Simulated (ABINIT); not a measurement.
## Beyond one shot: Selenium (P3_121, 3 atoms a cell)

Aim: iterate the self-energy on Selenium (P3_121, 3 atoms a cell) and follow the gap from cycle to cycle.

Program: ABINIT 10.8.3. Level of theory: PBE and many-body steps on it, plane waves. Results are calculated unless marked as measured.

**What was measured.**

- Gap 1.68 eV: quasiparticle gap from dI/dV; STS; 78 K; film (ultrathin trigonal Se film on Te film) (“Selenium / Tellurium Two-Dimensional Structures: from Isovalent Se Dopants in Te to Atomically Thin Se Films”, 2023, arxiv:2307.02723).

- Gap 1.95 ± 0.04 eV: optical gap from Tauc plot, consistent with EQE derivative; UV-vis absorption; film (evaporated film annealed at 200 C for 2 min) (“Ultrathin high band gap solar cells with improved efficiencies from the world’s oldest photovoltaic material”, 2017, pmc:5613033).

Most raw output is cut from this account.

### Step 1. The starting structure

Symmetry: P3_121, No. 152, trigonal system. Conventional cell: a = 4.366 Å, b = 4.366 Å, c = 4.954 Å, α = 90.00°, β = 90.00°, γ = 120.00°. Nearest to Se lie 2 Se at 2.37 Å.

Coordinates:

```cif
data_structure
_symmetry_space_group_name_H-M 'P3_121'
_symmetry_Int_Tables_number 152
_cell_length_a 4.3662
_cell_length_b 4.3662
_cell_length_c 4.9536
_cell_angle_alpha 90.000
_cell_angle_beta 90.000
_cell_angle_gamma 120.000
_cell_volume 81.78
loop_
_atom_site_label
_atom_site_type_symbol
_atom_site_symmetry_multiplicity
_atom_site_Wyckoff_symbol
_atom_site_fract_x
_atom_site_fract_y
_atom_site_fract_z
_atom_site_occupancy
Se1 Se 3 a 0.22540 0.00000 0.33333 1
```

The cell and positions come from the Crystallography Open Database and are kept as given unless a step says otherwise.

### Step 2. Empty states on the mesh, 3×3×2 mesh, 121 bands

This step: ABINIT 10.8.3; DFT, PBE, plane waves, norm-conserving pseudopotentials.

The sums over transitions need many empty states on a uniform mesh; this step solves for them.

The input, run.abi:

```
acell 3*1.0 Angstrom
rprim 
  4.366199999998 0.000000000000 0.000000000000
  -2.183099999999 3.781240118002 0.000000000000
  0.000000000000 0.000000000000 4.953600000000
ntypat 1
znucl 34
natom 3
typat 1 1 1
xred 
  0.225400000000 0.000000000000 0.333333333333
  0.000000000000 0.225400000000 0.666666666667
  0.774600000000 0.774600000000 -0.000000000000
pp_dirpath "pseudos"
pseudos "Se.upf"
ecut 48
ngkpt 3 3 2
nshiftk 1
shiftk 0 0 0
kptopt 1
chksymbreak 0
iscf -2
irdden 1
istwfk *1
nband 121
nbdbuf 10
tolwfr 1e-09
nstep 60
prtvol 0
indata_prefix "in"
outdata_prefix "out"
tmpdata_prefix "tmp"
```

The run is started by

```sh
OMP_NUM_THREADS=1 mpirun -n 6 abinit run.abi > log
```

The job ended after 32 s (6 MPI ranks of Arm Neoverse V1, shared host; peak memory 0.63 GiB).

Numbers from this step:

* gap: 1.261 eV
* k of the valence top: 0.3333, 0.3333, 0.5
* k of the conduction bottom: 0.3333, 0.3333, 0.5
* least direct gap: 1.261 eV
* k points computed: 6
* lowest point of the top converged band, above the valence top: 47.31 eV

On this mesh the gap is 1.261 eV.

The density comes from a self-consistent run that is not shown.

### Step 3. Screening, 3×3×2 mesh, 111 bands, screening to 106.1 eV

The RPA dielectric matrix is built and inverted for each q.

This step: RPA screening on PBE, plane waves, norm-conserving pseudopotentials.

Edit run.abi of step 2 so:

```diff
@@ -21,10 +21,11 @@
 chksymbreak 0
-iscf -2
-irdden 1
 istwfk *1
-nband 121
-nbdbuf 10
-tolwfr 1e-09
-nstep 60
-prtvol 0
+occopt 1
+irdwfk 1
+optdriver 3
+nband 111
+ecuteps 3.9
+inclvkb 2
+awtr 1
+symchi 1
 indata_prefix "in"
```

The run is started by

```sh
OMP_NUM_THREADS=1 mpirun -n 8 abinit run.abi > log
```

The job ended after 33 s (8 MPI ranks; peak memory 3 GiB; 4.4 min of CPU time).

This step gave:

```yaml
eps_infinity_with_local_fields_on_this_mesh_along_the_program_s_q_direction: 15.71
the_same_without_local_fields: 17.87
plasma_frequency: 34.84 eV
plane_waves_in_the_screening_matrix: 213
```

Local fields lower ε∞ by 12 %. On a Γ-centred mesh this coarse the value itself is usually too large, while a short band sum pulls it down.

### Step 4. G0W0

The self-energy is evaluated for the states that the input lists, and the levels follow from it, in one-shot runs by the linearised quasiparticle equation.

This step: G0W0 on PBE, plane waves, norm-conserving pseudopotentials.

Edit run.abi of step 3 so:

```diff
@@ -24,8 +24,17 @@
 irdwfk 1
-optdriver 3
+optdriver 4
 nband 111
+gwcalctyp 0
+ecutsigx 48
+symsigma 1
+nkptgw 2
+kptgw 
+  0.3333333333 0.3333333333 0.5000000000
+  0.0000000000 0.0000000000 0.0000000000
+bdgw 
+  35 39
+  34 38
 ecuteps 3.9
-inclvkb 2
-awtr 1
-symchi 1
+irdscr 1
+ppmodel 1
 indata_prefix "in"
```

It took 5.8 s on 8 MPI ranks; peak memory 1.6 GiB.

This step gave:

```
G0W0 gap on the points computed              : 1.910 eV
starting gap on the mesh                     : 1.261 eV
k of the valence top                         : 0.3333, 0.3333, 0.5
k of the conduction bottom                   : 0.3333, 0.3333, 0.5
Z at the valence top                         : 0.782
Z at the conduction bottom                   : 0.787
least direct G0W0 gap on the computed points : 1.910 eV
```

The gap on the mesh goes from 1.26 eV to 1.91 eV, a correction of +0.65 eV.

### Step 5. evGW0, cycle 1

This step: evGW0 on PBE, plane waves, norm-conserving pseudopotentials.

Edit run.abi of step 4 so:

```diff
@@ -26,12 +26,20 @@
 nband 111
-gwcalctyp 0
+gwcalctyp 10
 ecutsigx 48
 symsigma 1
-nkptgw 2
+nkptgw 6
 kptgw 
+  0.0000000000 0.0000000000 0.0000000000
+  0.3333333333 0.0000000000 0.0000000000
+  0.3333333333 0.3333333333 0.0000000000
+  0.0000000000 0.0000000000 0.5000000000
+  0.3333333333 0.0000000000 0.5000000000
   0.3333333333 0.3333333333 0.5000000000
-  0.0000000000 0.0000000000 0.0000000000
 bdgw 
-  35 39
-  34 38
+  31 40
+  31 40
+  31 40
+  31 40
+  31 40
+  31 40
 ecuteps 3.9
```

It took 28 s on 8 MPI ranks; peak memory 2.8 GiB.

Numbers from this step:

```yaml
quasiparticle_gap_on_the_mesh: 2.036 eV
gap_of_the_density_functional_on_the_mesh: 1.261 eV
k_of_the_valence_top: 0.3333, 0.3333, 0.5
k_of_the_conduction_bottom: 0, 0, 0.5
z_at_the_valence_top: 0.782
z_at_the_conduction_bottom: 0.794
least_direct_quasiparticle_gap_on_the_computed_points: 2.085 eV
```

Against G0W0 in ABINIT (3×3×2 mesh, 111 bands, screening to 106.1 eV, Godby-Needs plasmon pole), the gap moves by +0.126 eV. This first cycle still uses the starting levels; it takes the full correction, at all points of the mesh, and its linearised value is 1.910 eV.

### Step 6. evGW0, cycle 2

The corrected levels of the last cycle go back in.

Edit run.abi of step 5 so:

```diff
@@ -47,2 +47,3 @@
 ppmodel 1
+irdqps 1
 indata_prefix "in"
```

It took 28 s on 8 MPI ranks; peak memory 2.8 GiB; 3.8 min of CPU time.

This step gave:

```
quasiparticle gap on the mesh                         : 1.981 eV
gap of the density functional on the mesh             : 1.261 eV
k of the valence top                                  : 0.3333, 0.3333, 0.5
k of the conduction bottom                            : 0, 0, 0.5
least direct quasiparticle gap on the computed points : 1.986 eV
```

Against the cycle before, the gap moves by −0.055 eV.

### Step 7. evGW0, cycle 3

run.abi is that of step 6.

It took 28 s on 8 MPI ranks; peak memory 2.8 GiB; 3.7 min of CPU time.

Numbers from this step:

- quasiparticle gap on the mesh: 1.984 eV
- gap of the density functional on the mesh: 1.261 eV
- k of the valence top: 0.3333, 0.3333, 0.5
- k of the conduction bottom: 0, 0, 0.5
- least direct quasiparticle gap on the computed points: 1.997 eV

Against the cycle before, the gap moves by +0.003 eV.

### Step 8. Screening, 3×3×2 mesh, 111 bands, screening to 106.1 eV

This step: RPA screening on PBE, plane waves, norm-conserving pseudopotentials.

The input, run.abi:

```
acell 3*1.0 Angstrom
rprim 
  4.366199999998 0.000000000000 0.000000000000
  -2.183099999999 3.781240118002 0.000000000000
  0.000000000000 0.000000000000 4.953600000000
ntypat 1
znucl 34
natom 3
typat 1 1 1
xred 
  0.225400000000 0.000000000000 0.333333333333
  0.000000000000 0.225400000000 0.666666666667
  0.774600000000 0.774600000000 -0.000000000000
pp_dirpath "pseudos"
pseudos "Se.upf"
ecut 48
ngkpt 3 3 2
nshiftk 1
shiftk 0 0 0
kptopt 1
chksymbreak 0
istwfk *1
occopt 1
irdwfk 1
optdriver 3
nband 111
ecuteps 3.9
inclvkb 2
awtr 1
symchi 1
gwcalctyp 10
mbpt_sciss 0.837 eV
nqptdm 1
qptdm 
  0 0 0
indata_prefix "in"
outdata_prefix "out"
tmpdata_prefix "tmp"
```

The job ended after 13 s (8 MPI ranks; peak memory 3 GiB; 1.7 min of CPU time).

Numbers from this step:

- ε∞ with local fields, on this mesh, along the program's q direction: 12.01
- the same without local fields: 13.56
- plasma frequency: 34.84 eV
- plane waves in the screening matrix: 213

This screening uses the functional's bands under a rigid shift, the mean opening of the cycle before.

### Step 9. Screening, 3×3×2 mesh, 111 bands, screening to 106.1 eV

This step: RPA screening on PBE from quasiparticle energies, plane waves, norm-conserving pseudopotentials.

Edit run.abi of step 8 so:

```diff
@@ -30,7 +30,11 @@
 symchi 1
+irdqps 1
 gwcalctyp 10
-mbpt_sciss 0.837 eV
-nqptdm 1
+nqptdm 5
 qptdm 
-  0 0 0
+  0.3333333333 0.0000000000 0.0000000000
+  0.3333333333 0.3333333333 0.0000000000
+  0.0000000000 0.0000000000 0.5000000000
+  0.3333333333 0.0000000000 0.5000000000
+  0.3333333333 0.3333333333 0.5000000000
 indata_prefix "in"
```

The input, mrgscr.stdin:

```
2
merged
q0_SCR
out_SCR
1
```

The run is started by

```sh
OMP_NUM_THREADS=1 mpirun -n 8 abinit run.abi > log; mrgscr < mrgscr.stdin
```

Run time: 23 s. Hardware: 8 MPI ranks; peak memory 2.8 GiB.

Numbers from this step:

```
plasma frequency                    : 34.84 eV
plane waves in the screening matrix : 213
```

This screening reads the quasiparticle levels of the cycle before.

### Step 10. evGW, cycle 1

This step: evGW on PBE, plane waves, norm-conserving pseudopotentials.

Edit run.abi of step 9 so:

```diff
@@ -24,12 +24,10 @@
 irdwfk 1
-optdriver 3
+optdriver 4
 nband 111
-ecuteps 3.9
-inclvkb 2
-awtr 1
-symchi 1
-irdqps 1
 gwcalctyp 10
-nqptdm 5
-qptdm 
+ecutsigx 48
+symsigma 1
+nkptgw 6
+kptgw 
+  0.0000000000 0.0000000000 0.0000000000
   0.3333333333 0.0000000000 0.0000000000
@@ -39,2 +37,13 @@
   0.3333333333 0.3333333333 0.5000000000
+bdgw 
+  31 40
+  31 40
+  31 40
+  31 40
+  31 40
+  31 40
+ecuteps 3.9
+irdscr 1
+ppmodel 1
+irdqps 1
 indata_prefix "in"
```

The run is started by

```sh
OMP_NUM_THREADS=1 mpirun -n 8 abinit run.abi > log
```

Elapsed: 28 s, on 8 MPI ranks; peak memory 2.8 GiB; 3.8 min of CPU time.

Numbers from this step:

```
quasiparticle gap on the mesh                         : 2.131 eV
gap of the density functional on the mesh             : 1.261 eV
k of the valence top                                  : 0.3333, 0.3333, 0.5
k of the conduction bottom                            : 0, 0, 0.5
least direct quasiparticle gap on the computed points : 2.142 eV
```

Against G0W0 in ABINIT (3×3×2 mesh, 111 bands, screening to 106.1 eV, Godby-Needs plasmon pole), the gap moves by +0.221 eV.

### Step 11. Screening, 3×3×2 mesh, 111 bands, screening to 106.1 eV

This step: RPA screening on PBE, plane waves, norm-conserving pseudopotentials.

The input, run.abi:

```
acell 3*1.0 Angstrom
rprim 
  4.366199999998 0.000000000000 0.000000000000
  -2.183099999999 3.781240118002 0.000000000000
  0.000000000000 0.000000000000 4.953600000000
ntypat 1
znucl 34
natom 3
typat 1 1 1
xred 
  0.225400000000 0.000000000000 0.333333333333
  0.000000000000 0.225400000000 0.666666666667
  0.774600000000 0.774600000000 -0.000000000000
pp_dirpath "pseudos"
pseudos "Se.upf"
ecut 48
ngkpt 3 3 2
nshiftk 1
shiftk 0 0 0
kptopt 1
chksymbreak 0
istwfk *1
occopt 1
irdwfk 1
optdriver 3
nband 111
ecuteps 3.9
inclvkb 2
awtr 1
symchi 1
gwcalctyp 10
mbpt_sciss 1.001 eV
nqptdm 1
qptdm 
  0 0 0
indata_prefix "in"
outdata_prefix "out"
tmpdata_prefix "tmp"
```

Elapsed: 13 s, on 8 MPI ranks; peak memory 3 GiB.

Numbers from this step:

```yaml
eps_infinity_with_local_fields_on_this_mesh_along_the_program_s_q_direction: 11.53
the_same_without_local_fields: 13.00
plasma_frequency: 34.84 eV
plane_waves_in_the_screening_matrix: 213
```

This screening uses the functional's bands under a rigid shift, the mean opening of the cycle before.

### Step 12. Screening, 3×3×2 mesh, 111 bands, screening to 106.1 eV

This step: RPA screening on PBE from quasiparticle energies, plane waves, norm-conserving pseudopotentials.

Edit run.abi of step 11 so:

```diff
@@ -30,7 +30,11 @@
 symchi 1
+irdqps 1
 gwcalctyp 10
-mbpt_sciss 1.001 eV
-nqptdm 1
+nqptdm 5
 qptdm 
-  0 0 0
+  0.3333333333 0.0000000000 0.0000000000
+  0.3333333333 0.3333333333 0.0000000000
+  0.0000000000 0.0000000000 0.5000000000
+  0.3333333333 0.0000000000 0.5000000000
+  0.3333333333 0.3333333333 0.5000000000
 indata_prefix "in"
```

mrgscr.stdin is that of step 9.

The run is started by

```sh
OMP_NUM_THREADS=1 mpirun -n 8 abinit run.abi > log; mrgscr < mrgscr.stdin
```

Run time: 23 s. Hardware: 8 MPI ranks; peak memory 2.8 GiB; 3 min of CPU time.

Numbers from this step:

- plasma frequency: 34.84 eV
- plane waves in the screening matrix: 213

This screening reads the quasiparticle levels of the cycle before.

### Step 13. evGW, cycle 2

This step: evGW on PBE, plane waves, norm-conserving pseudopotentials.

Edit run.abi of step 12 so:

```diff
@@ -24,12 +24,10 @@
 irdwfk 1
-optdriver 3
+optdriver 4
 nband 111
-ecuteps 3.9
-inclvkb 2
-awtr 1
-symchi 1
-irdqps 1
 gwcalctyp 10
-nqptdm 5
-qptdm 
+ecutsigx 48
+symsigma 1
+nkptgw 6
+kptgw 
+  0.0000000000 0.0000000000 0.0000000000
   0.3333333333 0.0000000000 0.0000000000
@@ -39,2 +37,13 @@
   0.3333333333 0.3333333333 0.5000000000
+bdgw 
+  31 40
+  31 40
+  31 40
+  31 40
+  31 40
+  31 40
+ecuteps 3.9
+irdscr 1
+ppmodel 1
+irdqps 1
 indata_prefix "in"
```

The run is started by

```sh
OMP_NUM_THREADS=1 mpirun -n 8 abinit run.abi > log
```

It took 28 s on 8 MPI ranks; peak memory 2.8 GiB; 3.7 min of CPU time.

This step gave:

```yaml
quasiparticle_gap_on_the_mesh: 2.142 eV
gap_of_the_density_functional_on_the_mesh: 1.261 eV
k_of_the_valence_top: 0.3333, 0.3333, 0.5
k_of_the_conduction_bottom: 0, 0, 0.5
least_direct_quasiparticle_gap_on_the_computed_points: 2.152 eV
```

Against the cycle before, the gap moves by +0.011 eV.

### Step 14. Screening, 3×3×2 mesh, 111 bands, screening to 106.1 eV

This step: RPA screening on PBE, plane waves, norm-conserving pseudopotentials.

The input, run.abi:

```
acell 3*1.0 Angstrom
rprim 
  4.366199999998 0.000000000000 0.000000000000
  -2.183099999999 3.781240118002 0.000000000000
  0.000000000000 0.000000000000 4.953600000000
ntypat 1
znucl 34
natom 3
typat 1 1 1
xred 
  0.225400000000 0.000000000000 0.333333333333
  0.000000000000 0.225400000000 0.666666666667
  0.774600000000 0.774600000000 -0.000000000000
pp_dirpath "pseudos"
pseudos "Se.upf"
ecut 48
ngkpt 3 3 2
nshiftk 1
shiftk 0 0 0
kptopt 1
chksymbreak 0
istwfk *1
occopt 1
irdwfk 1
optdriver 3
nband 111
ecuteps 3.9
inclvkb 2
awtr 1
symchi 1
gwcalctyp 10
mbpt_sciss 1.013 eV
nqptdm 1
qptdm 
  0 0 0
indata_prefix "in"
outdata_prefix "out"
tmpdata_prefix "tmp"
```

Elapsed: 13 s, on 8 MPI ranks; peak memory 3 GiB; 1.7 min of CPU time.

This step gave:

* ε∞ with local fields, on this mesh, along the program's q direction: 11.49
* the same without local fields: 12.96
* plasma frequency: 34.84 eV
* plane waves in the screening matrix: 213

This screening uses the functional's bands under a rigid shift, the mean opening of the cycle before.

### Step 15. Screening, 3×3×2 mesh, 111 bands, screening to 106.1 eV

This step: RPA screening on PBE from quasiparticle energies, plane waves, norm-conserving pseudopotentials.

Edit run.abi of step 14 so:

```diff
@@ -30,7 +30,11 @@
 symchi 1
+irdqps 1
 gwcalctyp 10
-mbpt_sciss 1.013 eV
-nqptdm 1
+nqptdm 5
 qptdm 
-  0 0 0
+  0.3333333333 0.0000000000 0.0000000000
+  0.3333333333 0.3333333333 0.0000000000
+  0.0000000000 0.0000000000 0.5000000000
+  0.3333333333 0.0000000000 0.5000000000
+  0.3333333333 0.3333333333 0.5000000000
 indata_prefix "in"
```

mrgscr.stdin is that of step 12.

The run is started by

```sh
OMP_NUM_THREADS=1 mpirun -n 8 abinit run.abi > log; mrgscr < mrgscr.stdin
```

Elapsed: 23 s, on 8 MPI ranks; peak memory 2.8 GiB.

Numbers from this step:

```yaml
plasma_frequency: 34.84 eV
plane_waves_in_the_screening_matrix: 213
```

This screening reads the quasiparticle levels of the cycle before.

### Step 16. evGW, cycle 3

This step: evGW on PBE, plane waves, norm-conserving pseudopotentials.

Edit run.abi of step 15 so:

```diff
@@ -24,12 +24,10 @@
 irdwfk 1
-optdriver 3
+optdriver 4
 nband 111
-ecuteps 3.9
-inclvkb 2
-awtr 1
-symchi 1
-irdqps 1
 gwcalctyp 10
-nqptdm 5
-qptdm 
+ecutsigx 48
+symsigma 1
+nkptgw 6
+kptgw 
+  0.0000000000 0.0000000000 0.0000000000
   0.3333333333 0.0000000000 0.0000000000
@@ -39,2 +37,13 @@
   0.3333333333 0.3333333333 0.5000000000
+bdgw 
+  31 40
+  31 40
+  31 40
+  31 40
+  31 40
+  31 40
+ecuteps 3.9
+irdscr 1
+ppmodel 1
+irdqps 1
 indata_prefix "in"
```

The run is started by

```sh
OMP_NUM_THREADS=1 mpirun -n 8 abinit run.abi > log
```

The job ended after 28 s (8 MPI ranks; peak memory 2.8 GiB; 3.7 min of CPU time).

Numbers from this step:

* quasiparticle gap on the mesh: 2.142 eV
* gap of the density functional on the mesh: 1.261 eV
* k of the valence top: 0.3333, 0.3333, 0.5
* k of the conduction bottom: 0, 0, 0.5
* least direct quasiparticle gap on the computed points: 2.153 eV

Against the cycle before, the gap moves by +0.000 eV.

### Step 17. Side by side

Times are wall times on 8 MPI ranks of Arm Neoverse V1, shared host, good to a factor of about two. A run's time includes the screening step that it read.

| run | mesh | bands | screening cutoff (eV) | DFT gap (eV) | gap on the mesh (eV) | direct (eV) | ε∞ used | time |
| --- | --- | --- | --- | --- | --- | --- | --- | --- |
| G0W0 | 3×3×2 | 111 | 106.1 | 1.261 | 1.910 | 1.910 | 15.71 | 39 s |
| evGW0, cycle 1 | 3×3×2 | 111 | 106.1 | 1.261 | 2.036 | 2.085 | 15.71 | 61 s |
| evGW0, cycle 2 | 3×3×2 | 111 | 106.1 | 1.261 | 1.981 | 1.986 | 15.71 | 62 s |
| evGW0, cycle 3 | 3×3×2 | 111 | 106.1 | 1.261 | 1.984 | 1.997 | 15.71 | 61 s |
| evGW, cycle 1 | 3×3×2 | 111 | 106.1 | 1.261 | 2.131 | 2.142 | 12.01 | 64 s |
| evGW, cycle 2 | 3×3×2 | 111 | 106.1 | 1.261 | 2.142 | 2.152 | 11.53 | 64 s |
| evGW, cycle 3 | 3×3×2 | 111 | 106.1 | 1.261 | 2.142 | 2.153 | 11.49 | 64 s |

### Step 18. What came out

| Quantity | Value |
| --- | --- |
| G0W0 | 1.910 eV |
| evGW0, cycle 1 | 2.036 eV |
| evGW0, cycle 2 | 1.981 eV |
| evGW0, cycle 3 | 1.984 eV |
| evGW, cycle 1 | 2.131 eV |
| evGW, cycle 2 | 2.142 eV |
| evGW, cycle 3 | 2.142 eV |
| known limits | not at the basis limit; no spin-orbit coupling; coarse k mesh |

What this shows: Only the bands that the input lists are updated; the others, empty or deep, keep the functional's energies or take a rigid shift. The evGW loop starts from the last levels of evGW0, so its cycles and time come on top of those. evGW0 ends at 1.98 eV, +0.07 eV from G0W0, after 3 cycles that took 84 s beside the first screening; the last moved the gap by 0.003 eV. evGW ends at 2.14 eV, +0.23 eV from G0W0, after 3 cycles that took 3.2 min beside the first screening; the last moved the gap by 0.000 eV. The first cycle of evGW0 takes the full correction, without the factor Z, so it overshoots the one-shot value. Against experiment, by evGW, cycle 3: the gap of 2.14 eV lies +0.46 eV from the measured 1.68 eV (electronic, 78 K, 2023); the gap of 2.14 eV lies +0.19 eV from the measured 1.95 ± 0.04 eV (optical, 2017). An exciton line or allowed optical edge lies below the quasiparticle gap by the binding energy; a forbidden edge can push the onset above it. These are gaps on the mesh, at modest bands and cutoff. The calculation has static nuclei and no excitons; a measured gap holds zero-point and thermal motion, which mostly lowers it. Bands and cutoff are finite, so the gap is not at the basis limit. The miss can reach some tenths of an eV and take either sign; the mesh is an error of its own. A denser mesh or path gives a starting gap of 1.03 eV: the GW mesh misses a band edge, so its gaps are not the fundamental one. The 3×3×2 mesh is coarse for this cell, which bears on the long-range parts of exchange and screening. In the updated screening the q = 0 part is built from Kohn-Sham bands under a rigid shift, the other q from the quasiparticle levels. The many-body steps are scalar-relativistic: spin-orbit coupling is not in them.

[Paths, hosts, dates, memory and timing lines, banners, echoed tables and standing remarks are left out of the program output.]

[Logs are printed without paths, hosts, clocks, repeated set-up lines and the standing remarks that a program may print on its own settings, such as how far it seeks lower states.]

[Runs of the session that timed out or met a known fault of the program may be left out.]

[Hosts, paths, dates, database ids (printed as entryN), source tags and the programs' standing remarks are cut or masked in the printed files.]

[G0W0 gaps are taken among the corrected bands and points alone; a level outside them can change the order at an edge.]

[Where Ansatz stands beside ABINIT at settings called matched, ABINIT's density can come from a denser mesh and the files from another edition; pairs whose starting gaps differed by over 0.03 eV were left out, so agreement reads better than it is.]
